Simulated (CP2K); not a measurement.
The O K edge of aminoacetaldehyde was computed by TDDFT (CP2K XAS_TDP, aug-cc-pVDZ, TDA) at these levels: PBE0, PBEh(45%) and PBEh(45%) + GW2X. The first three lines of O4 (bonded to C) with a strength over 0.0015, energy in eV and strength:

```csv
run,first,second,third
1,526.48 (0.046),532.62 (0.002),533.21 (0.003)
2,531.48 (0.046),537.61 (0.002),538.21 (0.003)
3,518.95 (0.039),525.23 (0.002),526.41 (0.002)
```

Q: Which run is which?

Run 1: PBEh(45%) (45 % exact exchange). Run 2: PBEh(45%) + GW2X (45 % exact exchange). Run 3: PBE0 (25 % exact exchange). Self-interaction lifts the core level, so the uncorrected lines rise with the share of exact exchange. The GW2X run keeps the spacings of its parent: 6.13 eV between the first two lines in run 2, 6.14 eV in run 1. Its shift is +5.00 eV, since the Kohn–Sham level at this share of exchange lies that far above the quasiparticle level.

[Banner, clock and machine lines of the logs are left out without a mark of their own.]

[Logs are printed without paths, hosts, clocks, repeated set-up lines and the standing remarks that a program may print on its own settings, such as how far it seeks lower states.]

[Hosts, paths, dates, database ids (printed as entryN), source tags and the programs' standing remarks are cut or masked in the printed files.]
